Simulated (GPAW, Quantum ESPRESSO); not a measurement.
**Core-hole calculation of the N K edge in TaN (Fm-3m)**

Aim: the N K edge of TaN (Fm-3m) by two routes, a Lanczos recursion (XSpectra) and a sum over empty bands (GPAW), to see which features are robust.

Program: Quantum ESPRESSO 7.5. Level of theory: core-hole supercells, plane-wave PAW PBE, without spin-orbit coupling (first program; GPAW 26.7.0 follows as the second). Results are calculated unless marked as measured.

### 1. Starting point

Symmetry: Fm-3m, No. 225, cubic system. Conventional cell: a = 4.358 Å, b = 4.358 Å, c = 4.358 Å, α = 90.00°, β = 90.00°, γ = 90.00°. Nearest to Ta lie 6 N at 2.18 Å. Nearest to N lie 6 Ta at 2.18 Å. Farther neighbours and most contacts between anions are not listed.

### 2. Ground state of the crystal (Quantum ESPRESSO)

The ground state comes first: it tells whether the system has a gap, which decides how the excited electron is treated.

The PAW data sets are made with ld1.x, with reconstruction data.

scf.in reads:

```
&control
   calculation='scf', prefix='x', pseudo_dir='../pp', outdir='tmp', tprnfor=.true.
/
&system
   ibrav=0, nat=2, ntyp=2, nbnd=13
   ecutwfc=46, ecutrho=360
   occupations='smearing', smearing='mv', degauss=0.015
/
&electrons
   conv_thr=2.0e-08, electron_maxstep=120
   mixing_beta=0.5
/
ATOMIC_SPECIES
Ta 1.0 Ta.pbe-spn-kjpaw.UPF
N3 1.0 N.pbe-n-kjpaw.UPF
CELL_PARAMETERS angstrom
  0.00000000 2.17900000 2.17900000
  2.17900000 0.00000000 2.17900000
  2.17900000 2.17900000 0.00000000
ATOMIC_POSITIONS crystal
Ta   0.50000000 0.50000000 0.50000000
N3   0.00000000 0.00000000 0.00000000
K_POINTS automatic
10 10 10 0 0 0
```

Command:

```bash
OMP_NUM_THREADS=1 mpirun --oversubscribe --bind-to none -np 4 pw.x -nk 4 -in scf.in > scf.out
```

Log:

```text
     [... banner and references ...]
using ibrav=0 with symmetry is DISCOURAGED, use correct ibrav instead

     G-vector sticks info
     --------------------

     Using Slab Decomposition

     bravais-lattice index     =            0
     lattice parameter (alat)  =       5.8233  a.u.
     unit-cell volume          =     139.6363 (a.u.)^3
     number of atoms/cell      =            2
     number of atomic types    =            2
     number of electrons       =        18.00
     number of Kohn-Sham states=           13
     kinetic-energy cutoff     =      46.0000  Ry
     charge density cutoff     =     360.0000  Ry
     scf convergence threshold =      2.0E-08
     mixing beta               =       0.5000
     number of iterations used =            8  plain     mixing
     Exchange-correlation= SLA  PW   PBX  PBC
                           (   1   4   3   4   0   0   0)

     celldm(1)=   5.823326  celldm(2)=   0.000000  celldm(3)=   0.000000
     celldm(4)=   0.000000  celldm(5)=   0.000000  celldm(6)=   0.000000

     crystal axes: (cart. coord. in units of alat)
               a(1) = (   0.000000   0.707107   0.707107 )
               a(2) = (   0.707107   0.000000   0.707107 )
               a(3) = (   0.707107   0.707107   0.000000 )

     reciprocal axes: (cart. coord. in units 2 pi/alat)
               b(1) = ( -0.707107  0.707107  0.707107 )
               b(2) = (  0.707107 -0.707107  0.707107 )
               b(3) = (  0.707107  0.707107 -0.707107 )

     PseudoPot. #1 for Ta:     Pseudo is Projector augmented-wave + core cor, Zval = 13.0

     ../pp/N.pbe-n-kjpaw.UPF
     Pseudo is Projector augmented-wave + core cor, Zval =  5.0
     Shape of augmentation charge: PSQ
     Using radial grid of 1085 points,  4 beta functions with:
                l(1) =   0
                l(2) =   0
                l(3) =   1
                l(4) =   1
     Q(r) pseudized with 0 coefficients

     atomic species   valence    mass     pseudopotential
     Ta               13.00     1.00000     Ta( 1.00)
     N3                5.00     1.00000     N ( 1.00)

     48 Sym. Ops., with inversion, found

   Cartesian axes

     site n.     atom                  positions (alat units)
         1        Ta     tau(   1) = (   0.7071068   0.7071068   0.7071068  )
         2        N3     tau(   2) = (   0.0000000   0.0000000   0.0000000  )

     number of k points=    47  Marzari-Vanderbilt smearing, width (Ry)=  0.0150
                       cart. coord. in units 2pi/alat
        k(    1) = (   0.0000000   0.0000000   0.0000000), wk =   0.0020000
        k(    2) = (   0.0707107   0.0707107  -0.0707107), wk =   0.0160000
        k(    3) = (   0.1414214   0.1414214  -0.1414214), wk =   0.0160000
        k(    4) = (   0.2121320   0.2121320  -0.2121320), wk =   0.0160000
        k(    5) = (   0.2828427   0.2828427  -0.2828427), wk =   0.0160000
[...]
k(   45) = (  -0.1414214  -0.4242641   0.7071068), wk =   0.0480000
        k(   46) = (  -0.0707107  -0.3535534   0.6363961), wk =   0.0480000
        k(   47) = (  -0.7071068   0.2828427   0.0000000), wk =   0.0240000

     Dense  grid:    16145 G-vectors     FFT dimensions: (  36,  36,  36)

     Smooth grid:     5961 G-vectors     FFT dimensions: (  25,  25,  25)

     Initial potential from superposition of free atoms

     starting charge      17.9991, renormalised to      18.0000
     Starting wfcs are   14 randomized atomic wfcs
     Checking if some PAW data can be deallocated...

     per-process dynamical memory:    22.7 Mb

     Self-consistent Calculation

     iteration #  1     ecut=    46.00 Ry     beta= 0.50
     Davidson diagonalization with overlap
     ethr =  1.00E-02,  avg # of iterations =  2.2

     total energy              =    -755.30294313 Ry
     estimated scf accuracy    <       0.48361956 Ry

     iteration #  2     ecut=    46.00 Ry     beta= 0.50
[...]
Davidson diagonalization with overlap
     ethr =  5.82E-09,  avg # of iterations =  2.0

     End of self-consistent calculation

          k = 0.0000 0.0000 0.0000 (   725 PWs)   bands (ev):

   -47.2740 -13.4618 -13.4618 -13.4618   3.1974  18.2931  18.2931  18.2931
    20.1071  20.1071  20.1071  22.3677  22.3677

          k = 0.0707 0.0707-0.0707 (   731 PWs)   bands (ev):

   -47.2680 -13.5591 -13.4705 -13.4705   3.4479  17.1942  17.5460  17.5460
    20.4721  20.4721  20.5320  23.3018  23.3019

          k = 0.1414 0.1414-0.1414 (   733 PWs)   bands (ev):

   -47.2521 -13.8057 -13.4930 -13.4930   4.1293  15.3470  16.3413  16.3413
    21.0853  21.3096  21.3096  25.2447  25.2447

          k = 0.2121 0.2121-0.2121 (   748 PWs)   bands (ev):

   -47.2325 -14.0962 -13.5208 -13.5208   5.0561  13.5846  15.3446  15.3446
    21.9228  22.4884  22.4884  27.3367  27.3795

          k = 0.2828 0.2828-0.2828 (   745 PWs)   bands (ev):

   -47.2165 -14.3207 -13.5429 -13.5429   5.9432  12.2294  14.7138  14.7138
    23.2155  23.6987  23.6987  27.0814  29.2273

          k =-0.3536-0.3536 0.3536 (   754 PWs)   bands (ev):

[...]
k = 0.1414-0.0000 0.0000 (   733 PWs)   bands (ev):

[...]
k = 0.2121 0.0707-0.0707 (   735 PWs)   bands (ev):

[...]
k =-0.2828-0.4243 0.4243 (   734 PWs)   bands (ev):

[...]
k =-0.2121-0.3536 0.3536 (   741 PWs)   bands (ev):

[...]
k =-0.1414-0.2828 0.2828 (   742 PWs)   bands (ev):

[...]
k =-0.0707-0.2121 0.2121 (   742 PWs)   bands (ev):

[...]
k = 0.0000-0.1414 0.1414 (   729 PWs)   bands (ev):

[...]
k = 0.2828-0.0000 0.0000 (   725 PWs)   bands (ev):

[...]
k = 0.0000-0.2828 0.2828 (   734 PWs)   bands (ev):

[...]
k = 0.4950 0.0707-0.0707 (   732 PWs)   bands (ev):

[...]
k = 0.5657-0.0000 0.0000 (   741 PWs)   bands (ev):

[...]
k = 0.0000-0.5657 0.5657 (   736 PWs)   bands (ev):

[...]
k =-0.7071 0.0000 0.0000 (   740 PWs)   bands (ev):

[...]
k = 0.2828 0.1414 0.0000 (   741 PWs)   bands (ev):

[...]
k = 0.3536 0.2121-0.0707 (   737 PWs)   bands (ev):

[...]
k = 0.4243 0.1414-0.0000 (   740 PWs)   bands (ev):

[...]
k = 0.0000-0.2828 0.4243 (   743 PWs)   bands (ev):

[...]
k =-0.0707-0.4950 0.6364 (   732 PWs)   bands (ev):

[...]
k = 0.0000-0.4243 0.5657 (   729 PWs)   bands (ev):

[...]
k =-0.7071 0.1414 0.0000 (   734 PWs)   bands (ev):

[...]
k =-0.1414-0.4243 0.7071 (   737 PWs)   bands (ev):

   -47.1946 -14.1315 -13.9108 -13.7185   5.2457  14.0670  15.3723  15.4698
    20.9902  23.4597  25.5756  26.0509  28.3188

          k =-0.0707-0.3536 0.6364 (   730 PWs)   bands (ev):

   -47.1912 -14.0872 -13.9780 -13.7500   5.2591  14.1881  15.3267  15.4315
    22.0768  22.1549  25.7728  26.8127  27.4270

          k =-0.7071 0.2828 0.0000 (   734 PWs)   bands (ev):

   -47.1893 -14.0960 -13.9460 -13.8005   5.0824  14.8609  15.3763  15.4596
    20.8913  23.2079  25.9967  26.3396  27.2004

     the Fermi energy is    22.2704 ev

!    total energy              =    -755.48780757 Ry
     total all-electron energy =    -31319.493117 Ry
     estimated scf accuracy    <       0.00000002 Ry
     smearing contrib. (-TS)   =       0.00007098 Ry
     internal energy E=F+TS    =    -755.48787855 Ry

     The total energy is F=E-TS. E is the sum of the following terms:
     one-electron contribution =      -0.09533205 Ry
     hartree contribution      =      14.30625810 Ry
     xc contribution           =     -46.67848613 Ry
     ewald contribution        =    -125.20645088 Ry
     one-center paw contrib.   =    -597.81386760 Ry

     convergence has been achieved in   8 iterations

     Forces acting on atoms (cartesian axes, Ry/au):

     atom    1 type  1   force =     0.00000000   -0.00000000    0.00000000
     atom    2 type  2   force =     0.00000000    0.00000000    0.00000000

     Total force =     0.000000     Total SCF correction =     0.000000

     XML data file, charge density, pseudopotentials, collected wavefunctions

=------------------------------------------------------------------------------=
   JOB DONE.
=------------------------------------------------------------------------------=
```

Wall time 2.9 s (4 MPI ranks of Arm Neoverse V2, shared host); peak memory 0.07 GiB.

Absorbing atoms carry a label of their own (element plus a letter or digit), as the spectrum program needs them as separate species.

The mesh shows no gap, so the system is treated as a metal and the core electron is put at the Fermi level (neutral cell).

### 3. Spectrum without a core hole, N atom 2 (Quantum ESPRESSO)

This cheap baseline ignores the attraction of the hole: it shows the absorber's empty states as they are in the ground state.

The absorber has 6 Ta at 2.18 Å (octahedral, site symmetry m-3m).

xspectra.in reads:

```
&input_xspectra
   calculation='xanes_dipole', edge='K'
   prefix='x', outdir='tmp', xiabs=2, xe0=22.2704
   xonly_plot=.false., x_save_file='xanes.sav'
   xniter=3000, xcheck_conv=20, xerror=0.005
   xcoordcrys=.false., xepsilon(1)=1, xepsilon(2)=0, xepsilon(3)=0
/
&plot
   xnepoint=413, xemin=-10, xemax=45, terminator=.true., cut_occ_states=.true.
   xgamma=0.4
/
&pseudos
   filecore='../N.wfc'
/
&cut_occ
   cut_desmooth=0.1, cut_stepl=0.05, cut_stepu=0.05, cut_ierror=1e-5
/
12 12 12 0 0 0
```

Command:

```bash
OMP_NUM_THREADS=1 mpirun --oversubscribe --bind-to none -np 4 xspectra.x -nk 4 -in xspectra.in > xspectra.out
```

Log:

```text
     [... banner and references ...]
Reading input_file

     calculation: xanes_dipole

     xepsilon  [cartesian coordinates]:   1.000000   0.000000   0.000000

     xonly_plot: FALSE
        => complete calculation: Lanczos + spectrum plot

     filecore (core-wavefunction file): ../N.wfc

     main plot parameters:
        cut_occ_states: TRUE
        gamma_mode:  constant
        -> using xgamma [eV]:  0.40
        xemin [eV]: -10.00
        xemax [eV]:  45.00
        xnepoint:  413
        xe0 [eV]:  22.270400 (energy zero read in input file)

[...]
Results of STEP 1 successfully written in x_save_file
     x_save_file name:
     ->  xanes.sav
     x_save_file version:  2

     ... End STEP 1 ...

     ... Begin STEP 2 ...

     The spectrum is calculated using the following parameters:
        xe0 [eV]:   22.2704
        the occupied states are elimintate from the spectrum
        xemin [eV]: -10.00
        xemax [eV]:  45.00
        xnepoint:  413
        constant broadening parameter [eV]:    0.400
        Core level energy [eV]:  -409.9
         (from electron binding energy of neutral atoms in X-ray data booklet)

     Cross-section successfully written in xanes.dat

     ... End STEP 2 ...

                                END JOB XSpectra
```

The job ended after 20 s (4 MPI ranks; peak memory 0.15 GiB).

The N K spectrum, N atom 2, no core hole (energy from the energy zero of the input (xe0, at the border of filled and empty states); intensity scaled to a mean of 1 over the first 20 eV; the points at xe0, where the cut of filled states can leave a spike, are interpolated):

```tsv
E (eV)	intensity
-2.0	0.07
-1.4	0.09
-0.8	0.15
-0.2	0.35
0.4	0.67
1.0	1.02
1.6	1.22
2.2	1.48
2.8	1.26
3.4	1.10
4.0	1.03
4.6	1.20
5.2	1.27
5.8	1.30
6.4	1.39
7.0	1.53
7.6	1.95
8.2	2.00
8.8	1.67
9.4	1.25
10.0	1.64
10.6	1.84
11.2	1.38
11.8	0.92
12.4	0.71
13.0	0.70
13.6	0.59
14.2	0.54
14.8	0.59
15.4	0.71
16.0	0.81
16.6	0.45
17.2	0.21
17.8	0.16
18.4	0.15
19.0	0.18
19.6	0.30
20.2	0.44
20.8	0.42
21.4	0.33
22.0	0.28
22.6	0.28
23.2	0.32
23.8	0.64
24.4	0.83
25.0	0.57
25.6	0.54
26.2	0.71
26.8	0.83
27.4	1.21
28.0	1.67
28.6	1.99
29.2	1.79
29.8	1.12
30.4	0.77
31.0	0.59
31.6	0.41
```

Main maxima below 24 eV (height): 2.1 eV (1.49), 5.5 eV (1.39), 7.9 eV (2.04), 10.4 eV (1.88), 15.9 eV (0.82) and 20.3 eV (0.46). A K edge sees empty p states; the first features are N p mixed into the empty d states of the Ta neighbours, and the broad ones above probably into the cations' higher empty bands.

### 4. Another broadening

The final state's lifetime shortens with energy, so measured features broaden above the edge; the saved Lanczos coefficients are redrawn with a width that grows.

xspectra_plot.in reads:

```
&input_xspectra
   calculation='xanes_dipole', edge='K'
   prefix='x', outdir='tmp', xiabs=2, xe0=22.2704
   xonly_plot=.true., x_save_file='xanes.sav'
   xniter=3000, xcheck_conv=20, xerror=0.005
   xcoordcrys=.false., xepsilon(1)=1, xepsilon(2)=0, xepsilon(3)=0
/
&plot
   xnepoint=413, xemin=-10, xemax=45, terminator=.true., cut_occ_states=.true.
   gamma_mode='variable', gamma_energy(1)=4, gamma_energy(2)=25, gamma_value(1)=0.3, gamma_value(2)=2.5
/
&pseudos
   filecore='../N.wfc'
/
&cut_occ
   cut_desmooth=0.1, cut_stepl=0.05, cut_stepu=0.05, cut_ierror=1e-5
/
12 12 12 0 0 0
```

Command:

```bash
OMP_NUM_THREADS=1 xspectra.x -in xspectra_plot.in > xspectra_plot.out
```

Log:

```text
     [... banner and references ...]
Reading input_file
     -------------------------------------------------------------------------

     calculation: xanes_dipole

     xonly_plot: TRUE
        => only the spectrum plot

     main plot parameters:
        cut_occ_states: TRUE
        gamma_mode:  variable
        -> first, constant up to point ( 4.00, 0.30) [eV]
        -> then, linear up to point (25.00, 2.50) [eV]
        -> finally, constant up to xemax
        xemin [eV]: -10.00
        xemax [eV]:  45.00
        xnepoint:  413
[...]
xemin [eV]: -10.00
        xemax [eV]:  45.00
        xnepoint:  413
        energy-dependent broadening parameter:
         -> first, constant up to point ( 4.00, 0.30) [eV]
         -> then, linear up to point (25.00, 2.50) [eV]
         -> finally, constant up to xemax
        Core level energy [eV]:  -409.9
         (from electron binding energy of neutral atoms in X-ray data booklet)

     Cross-section successfully written in xanes.dat

     -------------------------------------------------------------------------
                                END JOB XSpectra
     -------------------------------------------------------------------------
[key lines of the parts left out:]
Fermi level [eV]:  22.6282
```

The job ended after 11 s (1 MPI rank; peak memory 0.16 GiB).

With a Lorentzian half width 0.3 eV up to 4 eV, rising linearly to 2.5 eV at 25 eV, the maxima are 2.1 eV (1.57), 5.5 eV (1.34), 7.9 eV (1.78) and 10.2 eV (1.46).

### 5. Reference energy of the supercell (Quantum ESPRESSO)

The photon energy needs a difference of total energies, so the cell and mesh of the coming hole run are first run without a hole.

scf.in reads:

```
&control
   calculation='scf', prefix='x', pseudo_dir='../pp', outdir='tmp', tprnfor=.true.
/
&system
   ibrav=0, nat=16, ntyp=2, nbnd=89
   ecutwfc=46, ecutrho=360
   occupations='smearing', smearing='mv', degauss=0.015
/
&electrons
   conv_thr=1.6e-07, electron_maxstep=120
   mixing_beta=0.5
/
ATOMIC_SPECIES
Ta 1.0 Ta.pbe-spn-kjpaw.UPF
N 1.0 N.pbe-n-kjpaw.UPF
CELL_PARAMETERS angstrom
  0.00000000 4.35800000 4.35800000
  4.35800000 0.00000000 4.35800000
  4.35800000 4.35800000 0.00000000
ATOMIC_POSITIONS crystal
Ta   0.25000000 0.25000000 0.25000000
Ta   0.25000000 0.25000000 0.75000000
Ta   0.25000000 0.75000000 0.25000000
Ta   0.75000000 0.25000000 0.25000000
Ta   0.25000000 0.75000000 0.75000000
Ta   0.75000000 0.25000000 0.75000000
Ta   0.75000000 0.75000000 0.25000000
Ta   0.75000000 0.75000000 0.75000000
N    0.00000000 0.00000000 0.00000000
N    0.00000000 0.00000000 0.50000000
N    0.00000000 0.50000000 0.00000000
N    0.50000000 0.00000000 0.00000000
N    0.00000000 0.50000000 0.50000000
N    0.50000000 0.00000000 0.50000000
N    0.50000000 0.50000000 0.00000000
N    0.50000000 0.50000000 0.50000000
K_POINTS automatic
5 5 5 0 0 0
```

Command:

```bash
OMP_NUM_THREADS=1 mpirun --oversubscribe --bind-to none -np 4 pw.x -nk 4 -in scf.in > scf.out
```

Log:

```text
     [... banner and references ...]
[banner, memory and clock lines left out]
Found identity + (  0.0000 -0.0000 -0.5000) symmetry
     This is a supercell, fractional translations are disabled
     using ibrav=0 with symmetry is DISCOURAGED, use correct ibrav instead

     G-vector sticks info

     bravais-lattice index     =            0
     lattice parameter (alat)  =      11.6467  a.u.
     unit-cell volume          =    1117.0903 (a.u.)^3
[...]
atom    3 type  1   force =     0.00000000    0.00001682   -0.00000000
[...]
atom   15 type  2   force =    -0.00000000   -0.00000000   -0.00000000
     atom   16 type  2   force =     0.00000000    0.00000000    0.00000000

     Total force =     0.000041     Total SCF correction =     0.000193
     SCF correction compared to forces is large: reduce conv_thr to get better values

     XML data file, charge density, pseudopotentials, collected wavefunctions
[key lines of the parts left out:]
!    total energy              =   -6043.90246059 Ry
the Fermi energy is    22.2703 ev
convergence has been achieved in  11 iterations
```

Wall time 60 s (4 MPI ranks); peak memory 0.26 GiB.

Reference energy: -3408987.297 eV with the cores included.

(Continued in part 2 of 4.)

[Banner, clock and machine lines of the logs are left out without a mark of their own.]

[Logs are printed without paths, hosts, clocks, repeated set-up lines and the standing remarks that a program may print on its own settings, such as how far it seeks lower states.]

[Hosts, paths, dates, database ids (printed as entryN), source tags and the programs' standing remarks are cut or masked in the printed files.]

[Lists of maxima count a maximum above −3 eV only where it reaches 4 % of the highest in the window and stands out from its surroundings by 2 % of it (1.5 % where it reaches 55 %); shoulders and weaker maxima are passed over, and of the rest the first, up to two pre-edge ones and the few strongest are named.]
